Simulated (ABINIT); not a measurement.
Records of electronic-structure calculations.

## Quasiparticle gap of SiO2 (P6_422) in ABINIT

The structure is hexagonal, space group P6_422 (No. 181). The conventional cell has a = 5.061 Å, b = 5.061 Å, c = 5.541 Å, α = 90.00°, β = 90.00°, γ = 120.00°. Si has 4 O at 1.61 Å nearest. Nearest to O lie 2 Si at 1.61 Å. Farther neighbours, and contacts between anions beyond the nearest, are not listed.

```xyz
9
Lattice="5.0605 0.0000 0.0000 -2.5303 4.3825 0.0000 0.0000 0.0000 5.5414" Properties=species:S:1:pos:R:3 pbc="T T T"
Si   -1.2651    2.1913    1.8471
Si    1.2651    2.1913    3.6942
Si    2.5303    0.0000    0.0000
O     0.9468    3.4683    4.6178
O     2.5303    2.5541    2.7707
O     3.4770    0.9142    0.9236
O     1.5835    0.9142    4.6178
O     0.0000    1.8284    2.7707
O    -0.9468    3.4683    0.9236
```

```yaml
method: RPA screening on LDA, plane waves, norm-conserving pseudopotentials (and 2 further levels or steps)
program: ABINIT 10.8.3
settings: cutoff 36 Ha, PseudoDojo scalar-relativistic 0.4.1 standard, norm-conserving, potential set dojo-sr-lda-0.4.1-standard, ngkpt (3, 3, 2), nband 216, ecuteps 3.9 Ha, inclvkb 2, shiftk (0, 0, 0), symchi 1, awtr 1, frequency ppm, 3×3×2 k-mesh
notes: The program’s warnings: nproc spkpt=  >= nkpt= * nsppol=. The cell and positions are those that the Materials Project relaxed with its own functionals (PBE, PBE+U or r2SCAN), kept fixed. The 3×3×2 mesh is coarse for this cell, which bears on the long-range parts of exchange and screening.
lda_gap: 5.50 eV, indirect
g0w0_gap_on_the_mesh: 8.44 eV
gw_settings: 3×3×2 mesh, 216 bands, screening to 106.1 eV, Godby-Needs plasmon pole
known_limits: short of the basis limit; coarse k mesh
```

G0W0 moves the gap on the mesh from 5.50 eV to 8.44 eV (+2.94 eV), with Z of 0.82 and 0.88 at the edges. Local fields lower the RPA ε∞ on this mesh from 2.48 to 2.29; a Γ-centred mesh this coarse tends to raise both, most where the direct gap is narrow, while a short band sum lowers them.

[Long decimals in the printed logs are rounded to 6 places.]

[Logs are printed without paths, hosts, clocks, repeated set-up lines and the standing remarks that a program may print on its own settings, such as how far it seeks lower states.]

[Paths, hosts, dates, memory and timing lines, banners, echoed tables and standing remarks are left out of the program output; an Ansatz launch command may be rebuilt from the run's recorded settings. Measured values are a selection of at most five: reports struck by readers or far from the other reports are left out. None is set beside runs whose start may be inverted or whose files or cutoffs have a known fault.]

[Runs of the session that timed out or met a known fault of the program may be left out.]

[Hosts, paths, dates, database ids (printed as entryN), source tags and the programs' standing remarks are cut or masked in the printed files.]

[G0W0 gaps are taken among the corrected bands and points alone; a level outside them can change the order at an edge.]

[Where Ansatz stands beside ABINIT at settings called matched, ABINIT's density can come from a denser mesh and the files from another edition; pairs whose starting gaps differed by over 0.03 eV were left out, so agreement reads better than it is.]
